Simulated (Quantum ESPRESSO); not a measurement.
# FeCO3 (Siderite): parallel and opposed starts

A self-consistent run ends on one state, which hangs on the start. Several orders of FeCO3 (Siderite) are started in Quantum ESPRESSO and their energies compared.

Calculated with Quantum ESPRESSO 7.5; LDA with U = 4.5 eV on Fe d (ortho-atomic projectors); plane waves with GBRV 1.5 LDA potentials, no spin-orbit coupling.

## (1) Starting point

It takes space group R-3c (No. 167, trigonal). The conventional cell has a = 4.689 Å, b = 4.689 Å, c = 15.373 Å, α = 90.00°, β = 90.00°, γ = 120.00°. Nearest to Fe lie 6 O at 2.14 Å. C has 3 O at 1.29 Å nearest. O has 1 C at 1.29 Å and 2 Fe at 2.14 Å nearest. Farther neighbours and most contacts between anions are not listed.

The cell comes from the Crystallography Open Database.

## (2) Run 1 (ferro ++)

The signs are those of the starting moments on the seeded atoms, the atoms that are given a moment.

pw.in reads:

```
&CONTROL
  calculation = 'scf'
  prefix = 'pwscf'
  outdir = './tmp'
  pseudo_dir = './pseudo'
  disk_io = 'nowf'
/
&SYSTEM
  ibrav = 0
  nat = 10
  ntyp = 3
  ecutwfc = 40
  ecutrho = 280
  nbnd = 55
  occupations = 'smearing'
  smearing = 'fd'
  degauss = 0.00367493
  nspin = 2
  starting_magnetization(1) = 0.25
  starting_magnetization(2) = 0
  starting_magnetization(3) = 0
/
&ELECTRONS
  conv_thr = 2d-08
  electron_maxstep = 150
  mixing_beta = 0.3
/
ATOMIC_SPECIES
Fe     55.8450 fe_lda_v1.5.uspp.F.UPF
C      12.0110 c_lda_v1.2.uspp.F.UPF
O      15.9990 o_lda_v1.2.uspp.F.UPF
CELL_PARAMETERS angstrom
   2.3443500000    1.3535111036    5.1243333333
  -2.3443500000    1.3535111036    5.1243333333
   0.0000000000   -2.7070222071    5.1243333333
ATOMIC_POSITIONS crystal
Fe      0.0000000000    0.0000000000    0.0000000000
Fe      0.5000000000    0.5000000000    0.5000000000
C       0.2500000000    0.2500000000    0.2500000000
C       0.7500000000    0.7500000000    0.7500000000
O       0.5243000000    0.9757000000    0.2500000000
O       0.2500000000    0.5243000000    0.9757000000
O       0.9757000000    0.2500000000    0.5243000000
O       0.4757000000    0.0243000000    0.7500000000
O       0.7500000000    0.4757000000    0.0243000000
O       0.0243000000    0.7500000000    0.4757000000
K_POINTS automatic
6 6 6 0 0 0
HUBBARD {ortho-atomic}
U Fe-3d 4.5000
```

Command:

```sh
> OMP_NUM_THREADS=1 mpirun -n 4 pw.x -nk 4 -in pw.in > pw.out
```

What it wrote:

```text
Program PWSCF v.7.5 starts

     Message from routine setup:
     using ibrav=0 with symmetry is DISCOURAGED, use correct ibrav instead

     K-points division:     npool     =       4
     Subspace diagonalization in iterative solution of the eigenvalue problem:

     G-vector sticks info
     --------------------
     sticks:   dense  smooth     PW     G-vecs:    dense   smooth      PW
     Sum        1979    1125    347                52095    22497    3837

     Using Slab Decomposition

     bravais-lattice index     =            0
     lattice parameter (alat)  =      10.9517  a.u.
     unit-cell volume          =     658.3692 (a.u.)^3
     number of atoms/cell      =           10
     number of atomic types    =            3
     number of electrons       =        76.00
     number of Kohn-Sham states=           55
     kinetic-energy cutoff     =      40.0000  Ry
     charge density cutoff     =     280.0000  Ry
     scf convergence threshold =      2.0E-08
     mixing beta               =       0.3000
     number of iterations used =            8  plain     mixing
     Exchange-correlation= SLA  PZ   NOGX NOGC
                           (   1   1   0   0   0   0   0)
     Hubbard projectors: ortho-atomic
     Hubbard parameters of DFT+U (Dudarev formulation) in eV:
     U(Fe-3d) =  4.5000

     Internal variables: lda_plus_u =T, lda_plus_u_kind = 0

     Internal variables: orbital_resolved =F, hub_pot_fix =F, apply_U = F

     celldm(1)=  10.951735  celldm(2)=   0.000000  celldm(3)=   0.000000
     celldm(4)=   0.000000  celldm(5)=   0.000000  celldm(6)=   0.000000

     crystal axes: (cart. coord. in units of alat)
               a(1) = (   0.404518   0.233549   0.884206 )
               a(2) = (  -0.404518   0.233549   0.884206 )
               a(3) = (   0.000000  -0.467098   0.884206 )

     reciprocal axes: (cart. coord. in units 2 pi/alat)
               b(1) = (  1.236037  0.713627  0.376986 )
               b(2) = ( -1.236037  0.713627  0.376986 )
               b(3) = (  0.000000 -1.427253  0.376986 )

     PseudoPot. # 1 for Fe read from file:
     fe_lda_v1.5.uspp.F.UPF
     Pseudo is Ultrasoft + core correction, Zval = 16.0
     Generated by new atomic code, or converted to UPF format
     Using radial grid of  861 points,  6 beta functions with:
                l(1) =   0
                l(2) =   0
                l(3) =   1
                l(4) =   1
                l(5) =   2
                l(6) =   2
     Q(r) pseudized with  8 coefficients,  rinner =    1.000   1.000   1.000
                                                       1.000   1.000

     PseudoPot. # 2 for C  read from file:
     c_lda_v1.2.uspp.F.UPF
     Pseudo is Ultrasoft + core correction, Zval =  4.0
     Generated by new atomic code, or converted to UPF format
     Using radial grid of  721 points,  4 beta functions with:
                l(1) =   0
                l(2) =   0
                l(3) =   1
                l(4) =   1
     Q(r) pseudized with  8 coefficients,  rinner =    1.100   1.100   1.100

     PseudoPot. # 3 for O  read from file:
     o_lda_v1.2.uspp.F.UPF
     Pseudo is Ultrasoft + core correction, Zval =  6.0
     Generated by new atomic code, or converted to UPF format
     Using radial grid of  737 points,  5 beta functions with:
                l(1) =   0
                l(2) =   0
                l(3) =   1
                l(4) =   1
                l(5) =   2
     Q(r) pseudized with  8 coefficients,  rinner =    0.900   0.900   0.900
                                                       0.900   0.900

     atomic species   valence    mass     pseudopotential
     Fe               16.00    55.84500     Fe( 1.00)
     C                 4.00    12.01100     C ( 1.00)
     O                 6.00    15.99900     O ( 1.00)

     Starting magnetic structure
     atomic species   magnetization
     Fe              0.250
     C               0.000
     O               0.000

     12 Sym. Ops., with inversion, found ( 6 have fractional translation)

   Cartesian axes

     site n.     atom                  positions (alat units)
         1        Fe     tau(   1) = (   0.0000000   0.0000000   0.0000000  )
         2        Fe     tau(   2) = (   0.0000000   0.0000000   1.3263085  )
         3        C      tau(   3) = (   0.0000000   0.0000000   0.6631543  )
         4        C      tau(   4) = (   0.0000000   0.0000000   1.9894628  )
         5        O      tau(   5) = (  -0.1825997   0.2335489   1.5473600  )
         6        O      tau(   6) = (  -0.1109594  -0.2749104   1.5473600  )
         7        O      tau(   7) = (   0.2935591   0.0413615   1.5473600  )
         8        O      tau(   8) = (   0.1825997  -0.2335489   1.1052571  )
         9        O      tau(   9) = (   0.1109594   0.2749104   1.1052571  )
        10        O      tau(  10) = (  -0.2935591  -0.0413615   1.1052571  )

     number of k points=    32  Fermi-Dirac smearing, width (Ry)=  0.0037
                       cart. coord. in units 2pi/alat
        k(    1) = (   0.0000000   0.0000000   0.0000000), wk =   0.0046296
        k(    2) = (   0.0000000  -0.2378755   0.0628310), wk =   0.0277778
        k(    3) = (   0.0000000  -0.4757510   0.1256621), wk =   0.0277778
        k(    4) = (   0.0000000   0.7136265  -0.1884931), wk =   0.0138889
        k(    5) = (  -0.2060062  -0.1189378   0.1256621), wk =   0.0277778
        [... 27 further k-points ...]

     Dense  grid:    52095 G-vectors     FFT dimensions: (  60,  60,  60)

     Smooth grid:    22497 G-vectors     FFT dimensions: (  48,  48,  48)

     Check: negative core charge=   -0.000026
     Generating pointlists ...
     new r_m :   0.1525 (alat units)  1.6706 (a.u.) for type    1
     new r_m :   0.0915 (alat units)  1.0025 (a.u.) for type    2
     new r_m :   0.0915 (alat units)  1.0025 (a.u.) for type    3

     Initial potential from superposition of free atoms

     starting charge      73.9999, renormalised to      76.0000

     STARTING HUBBARD OCCUPATIONS:

     =================== HUBBARD OCCUPATIONS ===================
     ------------------------ ATOM    1 ------------------------
     Tr[ns(  1)] (up, down, total) =   5.00000  0.00000  5.00000
     Atomic magnetic moment for atom   1 =   5.00000
     [... lines left out ...]
     ------------------------ ATOM    2 ------------------------
     Tr[ns(  2)] (up, down, total) =   5.00000  0.00000  5.00000
     Atomic magnetic moment for atom   2 =   5.00000
     [... lines left out ...]
     Number of occupied Hubbard levels =   10.0000

     Atomic wfc used for Hubbard projectors are orthogonalized

     Starting wfcs are   58 randomized atomic wfcs

     Self-consistent Calculation

     iteration #  1     ecut=    40.00 Ry     beta= 0.30
     Davidson diagonalization with overlap
     ethr =  1.00E-02,  avg # of iterations =  6.3

     =================== HUBBARD OCCUPATIONS ===================
     ------------------------ ATOM    1 ------------------------
     Tr[ns(  1)] (up, down, total) =   4.96685  1.10465  6.07150
     Atomic magnetic moment for atom   1 =   3.86221
     [... lines left out ...]
     ------------------------ ATOM    2 ------------------------
     Tr[ns(  2)] (up, down, total) =   4.96685  1.10465  6.07150
     Atomic magnetic moment for atom   2 =   3.86221
     [... lines left out ...]
     Number of occupied Hubbard levels =   12.1430

     Threshold (ethr) on eigenvalues was too large:
     Diagonalizing with lowered threshold

     Davidson diagonalization with overlap
     ethr =  8.36E-04,  avg # of iterations =  1.4

     total energy              =    -716.99260738 Ry
     estimated scf accuracy    <       0.62131490 Ry

     total magnetization       =     8.00 Bohr mag/cell
     absolute magnetization    =     8.05 Bohr mag/cell

     iteration #  2     ecut=    40.00 Ry     beta= 0.30
     Davidson diagonalization with overlap
     ethr =  8.18E-04,  avg # of iterations =  2.4

     total energy              =    -717.08070454 Ry
     estimated scf accuracy    <       0.13493402 Ry

     total magnetization       =     8.00 Bohr mag/cell
     absolute magnetization    =     8.00 Bohr mag/cell

     iteration #  3     ecut=    40.00 Ry     beta= 0.30
     Davidson diagonalization with overlap
     ethr =  1.78E-04,  avg # of iterations =  3.7

     total energy              =    -717.09008689 Ry
     estimated scf accuracy    <       0.04844939 Ry

     total magnetization       =     8.00 Bohr mag/cell
     absolute magnetization    =     8.01 Bohr mag/cell

     [... further iterations left out ...]

     iteration # 14     ecut=    40.00 Ry     beta= 0.30
     Davidson diagonalization with overlap
     ethr =  1.93E-08,  avg # of iterations =  1.5

     total energy              =    -717.09679049 Ry
     estimated scf accuracy    <       0.00000683 Ry

     total magnetization       =     8.00 Bohr mag/cell
     absolute magnetization    =     8.02 Bohr mag/cell

     iteration # 15     ecut=    40.00 Ry     beta= 0.30
     Davidson diagonalization with overlap
     ethr =  8.99E-09,  avg # of iterations =  2.6

     total energy              =    -717.09684644 Ry
     estimated scf accuracy    <       0.00000016 Ry

     total magnetization       =     8.00 Bohr mag/cell
     absolute magnetization    =     8.02 Bohr mag/cell

     iteration # 16     ecut=    40.00 Ry     beta= 0.30
     Davidson diagonalization with overlap
     ethr =  2.14E-10,  avg # of iterations =  2.2

     total energy              =    -717.09684749 Ry
     estimated scf accuracy    <       0.00000010 Ry

     total magnetization       =     8.00 Bohr mag/cell
     absolute magnetization    =     8.02 Bohr mag/cell

     iteration # 17     ecut=    40.00 Ry     beta= 0.30
     Davidson diagonalization with overlap
     ethr =  1.26E-10,  avg # of iterations =  1.5

     Magnetic moment per site  (integrated on atomic sphere of radius R)
     atom   1 (R=0.153)  charge= 13.4770  magn=  3.5029
     atom   2 (R=0.153)  charge= 13.4770  magn=  3.5029
     atom   3 (R=0.092)  charge=  1.3096  magn=  0.0085
     atom   4 (R=0.092)  charge=  1.3096  magn=  0.0085
     atom   5 (R=0.092)  charge=  3.2973  magn=  0.0465
     atom   6 (R=0.092)  charge=  3.2973  magn=  0.0465
     atom   7 (R=0.092)  charge=  3.2973  magn=  0.0465
     atom   8 (R=0.092)  charge=  3.2973  magn=  0.0465
     atom   9 (R=0.092)  charge=  3.2973  magn=  0.0465
     atom  10 (R=0.092)  charge=  3.2973  magn=  0.0465

     End of self-consistent calculation

     =================== HUBBARD OCCUPATIONS ===================
     ------------------------ ATOM    1 ------------------------
     Tr[ns(  1)] (up, down, total) =   4.95674  1.18483  6.14157
     Atomic magnetic moment for atom   1 =   3.77192
     [... lines left out ...]
     ------------------------ ATOM    2 ------------------------
     Tr[ns(  2)] (up, down, total) =   4.95674  1.18483  6.14157
     Atomic magnetic moment for atom   2 =   3.77192
     [... lines left out ...]
     Number of occupied Hubbard levels =   12.2831

     [... lines left out ...]
     the Fermi energy is     9.1937 ev

!    total energy              =    -717.09684787 Ry
     estimated scf accuracy    <       0.00000002 Ry
     smearing contrib. (-TS)   =      -0.00483862 Ry
     internal energy E=F+TS    =    -717.09200925 Ry

     The total energy is F=E-TS. E is the sum of the following terms:
     one-electron contribution =    -398.63602869 Ry
     hartree contribution      =     235.50968003 Ry
     xc contribution           =    -108.17833958 Ry
     ewald contribution        =    -446.02373258 Ry
     Hubbard energy            =       0.23641157 Ry

     total magnetization       =     8.00 Bohr mag/cell
     absolute magnetization    =     8.02 Bohr mag/cell

     convergence has been achieved in  17 iterations

=------------------------------------------------------------------------------=
   JOB DONE.
=------------------------------------------------------------------------------=
```

It took 1.7 min on 4 MPI ranks of Arm Neoverse V2, shared host; peak memory 0.73 GiB; 6.8 min of CPU time.

Spin moment in the atom's sphere by atom:

| atom | spin moment in the atom's sphere (μB) |
| --- | --- |
| Fe1 | 3.50 |
| Fe2 | 3.50 |
| C3 | 0.01 |
| C4 | 0.01 |
| O5 | 0.05 |
| O6 | 0.05 |
| O7 | 0.05 |
| O8 | 0.05 |
| O9 | 0.05 |
| O10 | 0.05 |

This step gave:

```
smearing term TS       : 0.06583 eV
magnetization          : 8 μB
absolute magnetization : 8.018 μB
final state            : ferromagnetic
```

(Continued in part 2 of 2.)

[Logs and program files are shortened in this print: banners, set-up blocks, solver, clock and traceback lines can be left out without a mark of their own.]

[Logs are printed without paths, hosts, clocks, repeated set-up lines and the standing remarks that a program may print on its own settings, such as how far it seeks lower states.]

[Hosts, paths, dates, database ids (printed as entryN), source tags and the programs' standing remarks are cut or masked in the printed files.]

[Where a cell is said to come from a database of computed structures, the database is the Materials Project.]
